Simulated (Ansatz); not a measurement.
**Lattice dynamics of CSO (R3m)**

Wanted: vibrations and spectra of CSO (R3m); the cell is already relaxed.

Method: DFT PBEsol, scalar-relativistic, plane waves, norm-conserving pseudopotentials, in Ansatz 0.2.0.

## 1. The structure

The structure is trigonal, space group R3m (No. 160). Conventional cell: a = 6.501 Å, b = 6.501 Å, c = 5.971 Å, α = 90.00°, β = 90.00°, γ = 120.00°. C has 1 O at 1.17 Å and 1 S at 1.56 Å nearest. Nearest to S lie 1 C at 1.56 Å. Nearest to O lie 1 C at 1.17 Å. Farther neighbours and most contacts between anions are not listed.

## 2. The dispersion

Stability and thermal properties need the whole zone. Linear response on a 2×2×2 q mesh gives force constants as far as a supercell of that size would, and the tensors from the zone-centre run are typed in so that the long-range dipole term is interpolated apart.

Contents of input.yaml:

```yaml
crystal:
  lattice:
    - [3.2503237501, 1.8765752921, 1.9904917019]
    - [-3.2503237501, 1.8765752921, 1.9904917019]
    - [0.0, -3.7531505841, 1.990491702]
  atoms:
    - { symbol: C, position: [0.7988444809, 0.7988444809, 0.7988444809] }
    - { symbol: S, position: [0.5372426943, 0.5372426943, 0.5372426943] }
    - { symbol: O, position: [0.9941128248, 0.9941128248, 0.9941128248] }
kpoints:
  mp_grid: { grid: [6, 6, 6] }
hamiltonian:
  xc: pbesol
  pseudopotentials: { kind: nc }
scf:
  occupations: { method: fixed }
output:
  eigenvalues: true
phonons:
  method: dfpt
  qmesh: [2, 2, 2]
  temperatures: { t_max: 1000, t_step: 50 }
  qpath:
    path:
      - [[0.0, 0.0, 0.0], [0.5, 0.0, 0.0], [0.5, -0.5, 0.5], [0.35418231, -0.64581769, 0.35418231]]
      - [[0.35418231, 0.35418231, 0.35418231], [0.0, 0.0, 0.0], [0.5, -0.5, 0.0]]
    npoints: 10
  non_analytic_term:
    high_frequency_dielectric_tensor: [[1.9327, 0.0, 0.0], [0.0, 1.9327, 0.0], [0.0, 0.0, 2.9295]]
    born_effective_charges:
      - { species: C, tensor: [[0.1335, 0.0, 0.0], [0.0, 0.1335, 0.0], [0.0, 0.0, 3.3095]] }
      - { species: S, tensor: [[0.0486, 0.0, 0.0], [0.0, 0.0486, 0.0], [0.0, 0.0, -0.9761]] }
      - { species: O, tensor: [[-0.1821, 0.0, 0.0], [0.0, -0.1821, 0.0], [0.0, 0.0, -2.3335]] }
    source: "zone-centre run at this cell"
```

Command:

```sh
> ansatz run input.yaml --threads 4 --pin off --max-ram 7168MiB --backend cpu --events-out ev --progress --plain --runs-dir out
```

Numbers of over 12 decimals in the logs are rounded to 6 here.

What it wrote:

```text
Warning: phonons: the dynamical matrix that this run interpolates holds no multipole term above the dipole-dipole one, and a site of this crystal is no centre of inversion, so its interpolated transverse optical and acoustic branches and sound speeds can stay off near Gamma, and the density of states and the thermodynamics with them. What a run solves at a wave vector of phonons.qpoints, Gamma apart, where the deck admits one, is free of this, and under fd what a larger phonons.supercell samples
Engine: ansatz 0.2.0, aarch64-unknown-linux-gnu
Pseudopotentials: kind: nc
Pseudopotential: C, nc, valence charge 4, recommended cutoff 1115.666836 eV (normal), C.nc.azcp (PseudoDojo's, or run here from an input of PseudoDojo's: the run reads no file of this project's for it)
Pseudopotential: S, nc, valence charge 6, recommended cutoff 707.496042 eV (normal), S.nc.azcp (PseudoDojo's, or run here from an input of PseudoDojo's: the run reads no file of this project's for it)
Pseudopotential: O, nc, valence charge 6, recommended cutoff 1142.878222 eV (normal), O.nc.azcp (PseudoDojo's, or run here from an input of PseudoDojo's: the run reads no file of this project's for it)
Functional definition: PBEsol
  exchange = pbesol_x
  correlation = pbesol_c
Crystal: 3 atoms, lattice volume = 72.846 Å³
Basis set: ecut = 1142.878222 eV, 6407 PW (Γ), exchange–correlation on 96×96×96 points (8 copies of the dense FFT grid, shifted against one another)
Bands: 12, of which v1, the nominal top of the filled ones, is band 8 counted from 1 (7 counted from 0)
Symmetry: 6 space group operations
k-points: 32 of 216 (time reversal used)
Non-local potential: C, projectors of the file, l = 0: 2, l = 1: 2
Non-local potential: S, projectors of the file, l = 0: 2, l = 1: 2, l = 2: 2
Non-local potential: O, projectors of the file, l = 0: 2, l = 1: 2, l = 2: 1
Initial density: superposition of atomic densities (chi_scale 0.1, normalization cell, long waves kept (reshape's long-wave potential 0.09 eV rms))
Initial wavefunctions: pseudopotential atomic-orbital guess
Functional: x = pbesol(κ = 0.804, μ = 0.123457), c = pbesol(β = 0.046)
SCF iter   1: F=—  HF=-911.858518 eV  |F-HF|=—  |Δ(HF+E_count)|=         —  Δρ=6.18e-2  dr2=2.54e0  ethr=3.10e-3  ⟨swp⟩=5.6  Hψ=2642  notcnv=0  defer=37
preconditioner: auto → none  [insulator: Δε(μ)=5.182 eV  Ē_g=11.653 eV  n_scr=12 (ndim 8)  ℏωp=16.3 eV  f_vac=0.086  ε∞_Penn≈3.0]
SCF iter   2: F=—  HF=-911.103225 eV  |F-HF|=—  |Δ(HF+E_count)|=   7.55e-1  Δρ=3.45e-2  dr2=6.82e-1  ethr=3.10e-3  ⟨swp⟩=4.3  Hψ=1212  notcnv=0  defer=46
SCF iter   3: F=—  HF=-910.987993 eV  |F-HF|=—  |Δ(HF+E_count)|=   1.15e-1  Δρ=2.13e-2  dr2=2.23e-1  ethr=3.10e-3  ⟨swp⟩=2.9  Hψ=1014  notcnv=0  defer=61
SCF iter   4: F=—  HF=-910.943290 eV  |F-HF|=—  |Δ(HF+E_count)|=   4.47e-2  Δρ=7.84e-3  dr2=2.73e-2  ethr=1.39e-3  ⟨swp⟩=2.0  Hψ=510  notcnv=0  defer=55
SCF iter   5: F=—  HF=-910.938661 eV  |F-HF|=—  |Δ(HF+E_count)|=   4.63e-3  Δρ=3.16e-3  dr2=6.61e-3  ethr=1.71e-4  ⟨swp⟩=4.0  Hψ=777  notcnv=0  defer=64
SCF iter   6: F=—  HF=-910.937235 eV  |F-HF|=—  |Δ(HF+E_count)|=   1.43e-3  Δρ=5.83e-4  dr2=1.45e-4  ethr=4.13e-5  ⟨swp⟩=3.0  Hψ=524  notcnv=0  defer=64
SCF iter   7: F=—  HF=-910.937229 eV  |F-HF|=—  |Δ(HF+E_count)|=   5.47e-6  Δρ=1.32e-4  dr2=4.12e-6  ethr=9.08e-7  ⟨swp⟩=2.1  Hψ=697  notcnv=0  defer=64
SCF iter   8: F=—  HF=-910.937230 eV  |F-HF|=—  |Δ(HF+E_count)|=   6.41e-7  Δρ=2.02e-5  dr2=1.72e-7  ethr=2.57e-8  ⟨swp⟩=2.4  Hψ=642  notcnv=0  defer=53
SCF iter   9: F=—  HF=-910.937291 eV  |F-HF|=—  |Δ(HF+E_count)|=   6.13e-5  Δρ=5.48e-6  dr2=1.41e-8  ethr=1.08e-9  ⟨swp⟩=2.8  Hψ=682  notcnv=0  defer=24
SCF iter  10: F=—  HF=-910.937291 eV  |F-HF|=—  |Δ(HF+E_count)|=  5.18e-10  Δρ=1.48e-6  dr2=1.26e-9  ethr=8.79e-11  ⟨swp⟩=2.9  Hψ=695  notcnv=0  defer=24
SCF iter  11: F=—  HF=-910.937291 eV  |F-HF|=—  |Δ(HF+E_count)|=  4.05e-10  Δρ=4.31e-7  dr2=8.85e-11  ethr=7.87e-12  ⟨swp⟩=2.1  Hψ=613  notcnv=0  defer=24
SCF iter  12: F=-910.937291 eV  HF=-910.937291 eV  |F-HF|=3.41e-12  |Δ(HF+E_count)|=  1.78e-11  Δρ=1.09e-7  dr2=5.97e-12  ethr=1.00e-12  ⟨swp⟩=10.8  Hψ=3187  notcnv=0
SCF 1 converged in 12 iterations: F = -910.937291 eV  dr2 = 5.97e-12
NSCF: frozen V_eff on 32 k-points
NSCF: frozen V_eff on 68 k-points
DFPT response loops at q = (0, 0, 0) (fractional): preconditioner auto → none (the input reference at scf.mixing.eps_inf says where Resta's filter doesn't serve); β = 0.50; Broyden in place of MSR1
NSCF: frozen V_eff on 136 k-points
DFPT response loops at q = (0, 0, -0.5) (fractional): mixed as the last ones told, above
NSCF: frozen V_eff on 224 k-points
DFPT response loops at q = (0, -0.5, -0.5) (fractional): mixed as the last ones told, above
NSCF: frozen V_eff on 136 k-points
DFPT response loops at q = (-0.5, -0.5, -0.5) (fractional): mixed as the last ones told, above
WARN: phonons: 76 modes above zero would be rigid motions if what is in doubt were free, and are counted in the zero-point energy, free energy, entropy and heat capacity. With what each adds to F at 1000 K, by the weight of its row in the mesh: 5.80 cm⁻¹ (-0.001 eV; rigid weight 0.935, of which rotation 0.000), 8.79 cm⁻¹ (-0.001 eV; rigid weight 0.948, of which rotation 0.000), 11.75 cm⁻¹ (-0.001 eV; rigid weight 0.989, of which rotation 0.000), 15.09 cm⁻¹ (-0.001 eV; rigid weight 0.901, of which rotation 0.000), 15.18 cm⁻¹ (-0.001 eV; rigid weight 0.931, of which rotation 0.000), 15.60 cm⁻¹ (-0.001 eV; [rest of the remark cut]
SCF converged after 12 iterations
Free energy (F): -910.937291 eV
Harris-Foulkes:  -910.937291 eV  (|F-HF|=3.41e-12)
Internal energy: -910.937291 eV  (E = F + TS)
E sigma→0 (E₀):  -910.937291 eV
Fermi energy:    -1.465508 eV
--- Per-component energies (eV) ---
  E_band       = -132.909991
  E_kinetic    = 509.857719
  E_local      = -1035.450636  (includes V_loc(G=0)·N_el)
  E_nonlocal   = -33.825501
  E_hartree    = 346.418887
  E_xc         = -251.255065
  E_vxc        = -266.329315  (∫ρ·V_xc dr)
  E_ewald      = -446.682696
  E_smearing   = -0.000000  (= −TS)
  E_closure    = 0.000000  (closes the sum)
  Σ components = -910.937291   (vs F -910.937291, Δ=0.00e0)
--- Band table (eV; the first three rows and the last of 32) ---
  k-point 0: bands = [... 4 lower, -5.7405, -5.5241, -1.6067, -1.6067, 3.4272, 3.4272, 4.1439, 7.0773]
  k-point 1: bands = [... 4 lower, -5.7440, -5.6237, -1.7021, -1.5720, 3.4658, 3.5376, 4.6260, 7.0621]
  k-point 2: bands = [... 4 lower, -5.7704, -5.7510, -1.8772, -1.5015, 3.5439, 3.8603, 5.6845, 7.0410]
  k-point 31: bands = [... 4 lower, -6.0910, -6.0618, -2.0248, -2.0248, 4.2518, 4.2518, 6.0679, 8.1363]
--- Phonons (Γ-DFPT): 6 representative perturbations + reference (Σ response iterations 18) ---
  ASR residual: 1.515e-4 → 0.000e0 eV/Å²; symmetrization residual: 7.289e-7 eV/Å²
  ASR residual per site (eV/Å²): 4.02e-5 6.99e-5 1.52e-4
  Γ frequencies (cm⁻¹): 0.00 0.00 0.00 64.81 64.81 506.55 506.55 873.27 2035.34
--- Phonons (arbitrary-q DFPT): 4 irreducible q on the 2×2×2 mesh ---
  q = [0.0000, 0.0000, 0.0000] (star 1, of the zone-centre solve; hermiticity 1.14e-8, symmetrization 1.81e-11): -0.00 -0.00 0.00 64.81 64.81 506.55 506.55 873.27 2035.34
  q = [0.0000, 0.0000, -0.5000] (star 3, 9 solved perturbations on 68 of 216 k-point pairs; hermiticity 9.93e-7, symmetrization 3.04e-7, the responses' own estimated error 9.6e-5 eV/Å²): 25.90 35.10 37.27 53.94 58.87 503.18 508.83 873.22 2071.82
  q = [0.0000, -0.5000, -0.5000] (star 3, 6 solved perturbations in 540 linear systems a pass and spin channel, the states on 112 of 216 k-point pairs; hermiticity 1.03e-6, symmetrization 1.87e-7, the responses' own estimated error 9.3e-5 eV/Å²): 17.80 32.77 33.36 45.47 59.31 502.07 506.12 874.89 2060.39
  q = [-0.5000, -0.5000, -0.5000] (star 1, 6 solved perturbations in 300 linear systems a pass and spin channel, the states on 68 of 216 k-point pairs; hermiticity 1.62e-6, symmetrization 3.09e-7, the responses' own estimated error 9.0e-5 eV/Å²): 24.70 24.70 41.60 41.60 60.17 506.86 506.86 872.92 2050.75
  sum rule: each row above includes the acoustic sum rule's correction from the zone centre's row sums; it moved no ω² by more than (1.60 cm⁻¹)²
  mesh force constants: q→R imaginary residual 0.00e0; ASR residual 1.515e-4 → 0.000e0 eV/Å²; symmetrization residual 1.134e-14 eV/Å²
  interpolated dispersion: 53 rows × 9 modes
  density of states and harmonic sums: on the 16×16×16 q-mesh, interpolated from the force constants of a 2×2×2 supercell (with the dipole–dipole term of supplied tensors)
  largest difference from the sums on the solved wave vectors: F 5.31e-2 eV, S 5.93e-5 and C_V 6.09e-6 eV/K
  zero-point energy: 0.256403 eV/cell   skipped modes (ω ≤ 0): 125, of them read as no rigid motion or as one in doubt: 122 (3.032e-1 modes/cell left out, lowest -18.01 cm⁻¹)   rigid motions above zero, counted: 76   left out of the sums: 3.38e-2 of the cell's modes: C_V's classical limit lies that fraction below 3 k_B per atom; for a crystal, a wire or a layer, F and S can be off by more, and a phonons.interpolated_qmesh denser along its periods is the remedy for the sampling
```

Elapsed: 93 s, on 4 threads of Arm Neoverse V2, shared host; peak memory 1.2 GiB; 6.1 min of CPU time.

Numbers from this step:

* gap on the k-mesh: 4.863 eV
* volume per atom: 24.28 Å³
* sum-rule residual before enforcement: 1.52e-4 eV/Å²
* lowest frequency on the path: -18.02 cm⁻¹
* point group: 3m
* highest frequency on the path or at a solved wavevector: 2106 cm⁻¹
* highest optical mode at the zone centre (no LO-TO term): 2035 cm⁻¹
* lowest optical zone-centre mode: 64.81 cm⁻¹
* lowest mode on the q mesh (acoustic modes at Γ apart): 17.8 cm⁻¹

Frequencies (cm⁻¹) solved at each irreducible wavevector; negative means imaginary. Frequencies by wavevector, by row:

```csv
q in reciprocal lattice units,star,mode 1,mode 2,mode 3,mode 4,mode 5,mode 6,mode 7,mode 8,mode 9
0 0 0,1,0,0,0,64.8,64.8,506.6,506.6,873.3,2035
0 0 -0.5,3,25.9,35.1,37.3,53.9,58.9,503.2,508.8,873.2,2072
0 -0.5 -0.5,3,17.8,32.8,33.4,45.5,59.3,502.1,506.1,874.9,2060
-0.5 -0.5 -0.5,1,24.7,24.7,41.6,41.6,60.2,506.9,506.9,872.9,2051
```

Interpolated from a 2×2×2 q mesh, rough between the solved points, with the LO-TO term (at Γ the limit along the path; where Γ stands inside the path, tables give the limit on arrival). Phonon branches along the path, in cm⁻¹:

```csv
point,branch 1,branch 2,branch 3,branch 4,branch 5,branch 6,branch 7,branch 8,branch 9
Γ,0,0,0,65,66,506,507,874,2076
halfway,13,16,38,57,62,505,508,873,2074
L,26,35,37,54,59,503,509,873,2072
halfway,-14,26,40,51,65,505,508,873,2060
T,25,25,42,42,60,507,507,873,2051
halfway,28,28,44,44,50,506,506,874,2054
P0,32,32,32,50,50,504,504,875,2061
jump to P2,32,32,32,50,50,504,504,875,2061
halfway,18,18,56,56,59,506,506,876,2084
Γ,0,0,0,65,65,506,506,874,2106
halfway,-14,17,36,55,63,505,506,874,2048
F,18,33,33,46,59,502,506,875,2060
```

The phonon branches as a text plot (rows in cm⁻¹; labels by their first letter):

```
   2062 |********************************************************
   1974 |
   1885 |
   1797 |
   1708 |
   1620 |
   1531 |
   1443 |
   1354 |
   1266 |
   1177 |
   1089 |
   1000 |
    911 |********************************************************
    823 |
    734 |
    646 |
    557 |
    469 |********************************************************
    380 |
    292 |
    203 |
    115 |
     26 |********************************************************
         Γ         L           T    P|P             Γ           F
```

The phonon density of states has structure finer than the step of the table below, so its rows give means over 100 cm⁻¹, whole bins alone (the curve runs from -30 to 2110 cm⁻¹). Peaks (cm⁻¹: height): 50.0: 0.107, 510.0: 0.1, 870.0: 0.05, 2070.0: 0.0267.

Tetrahedra on a 16×16×16 mesh, mean over bins of 20 cm-1. Interpolated from a 2×2×2 q mesh, rough between the solved points. Table of phonon density of states by wavenumber; means over each step:

```csv
wavenumber (cm⁻¹),phonon density of states (1/cm⁻¹/cell)
100,0.0160
200,0
300,0
400,0
500,0.02
600,0
700,0
800,0
900,0.01
1000,0
1100,0
1200,0
1300,0
1400,0
1500,0
1600,0
1700,0
1800,0
1900,0
2000,0.00213
```

The partial phonon density of states has structure finer than the step of the table below, so its rows give means over 50 cm⁻¹, whole bins alone (the curve runs from -28 to 2173 cm⁻¹). Peaks (cm⁻¹: height): C 41.2: 0.0106, 511.9: 0.0354, 2062.3: 0.0151; O 41.2: 0.0310, 511.9: 0.00859, 871.8: 0.0108, 2062.3: 0.00681; S 41.2: 0.0360, 871.8: 0.0113.

Phonopy on the run's constants, 13x13x13 mesh, Gaussian sigma 15.7 cm-1. Interpolated from a 2×2×2 q mesh, rough between the solved points. The partial phonon density of states by wavenumber; means over each step; values in 1/cm⁻¹/cell:

```csv
wavenumber (cm⁻¹),C,O,S
0,0.00470,0.00964,0.0153
50,0.00792,0.0249,0.0291
100,6.5e-4,0.00296,0.00333
150,0,0,0
200,0,0,0
250,0,0,0
300,0,0,0
350,0,0,0
400,0,0,0
450,0.00141,3.4e-4,1.0e-4
500,0.0252,0.00610,0.00179
550,0.00389,9.4e-4,2.8e-4
600,1.2e-6,0,0
650,0,0,0
700,0,0,0
750,0,0,0
800,6.0e-6,2.2e-5,2.4e-5
850,0.00125,0.00445,0.00469
900,0.00115,0.00408,0.00429
950,4.5e-6,1.7e-5,1.7e-5
1000,0,0,0
1050,0,0,0
1100,0,0,0
1150,0,0,0
1200,0,0,0
1250,0,0,0
1300,0,0,0
1350,0,0,0
1400,0,0,0
1450,0,0,0
1500,0,0,0
1550,0,0,0
1600,0,0,0
1650,0,0,0
1700,0,0,0
1750,0,0,0
1800,0,0,0
1850,0,0,0
1900,0,0,0
1950,0,0,0
2000,3.9e-4,1.7e-4,7.0e-6
2050,0.00967,0.00435,1.8e-4
2100,0.00355,0.00160,6.5e-5
```

Symmetry leaves 4 wavevectors to solve. The lowest mode among them, the acoustic zeros apart, lies at q = (0, -0.5, -0.5) and is real, 17.8 cm⁻¹. Between them the interpolated path dips to 18i cm⁻¹.

## 3. Summary of results

| Property | Result |
| --- | --- |
| space group (within 0.01 Å) | R3m |
| volume per atom | 24.3 Å³ |
| gap on the k-mesh | 4.86 eV |
| highest optical mode at the zone centre (no LO-TO term) | 2035 cm⁻¹ |
| lowest optical zone-centre mode | 64.8 cm⁻¹ |
| lowest mode on the q mesh (acoustic modes at Γ apart) | 17.8 cm⁻¹ |
| highest frequency on the path or at a solved wavevector | 2106 cm⁻¹ |
| imaginary modes on the 2×2×2 q mesh | none |

No mode is imaginary at the 4 irreducible wavevectors solved, but between them the interpolated path dips to 18.0i cm⁻¹, so stability is not settled. Without the field, the optical modes at Γ span 65 to 2035 cm⁻¹. The interpolated path dips to 18i cm⁻¹ between the solved wavevectors, which may come from the interpolation; a denser q mesh would tell. The q mesh stands for a supercell only 8.5 Å across, so branches between the solved wavevectors are rough. Molecules or layers are held here by dispersion, which a functional without a dispersion term lacks, so the volume and the soft modes are poorly fixed (LDA binds such crystals far too tightly, GGAs too loosely). The program warns that the interpolation holds no quadrupole term, so branches close to Γ can be off in this crystal. These are harmonic frequencies at zero temperature: anharmonic shifts, linewidths and thermal expansion are left out.

[Logs are printed without paths, hosts, clocks, repeated set-up lines and the standing remarks that a program may print on its own settings, such as how far it seeks lower states.]

[Hosts, paths, dates, database ids (printed as entryN), source tags and the programs' standing remarks are cut or masked in the printed files.]
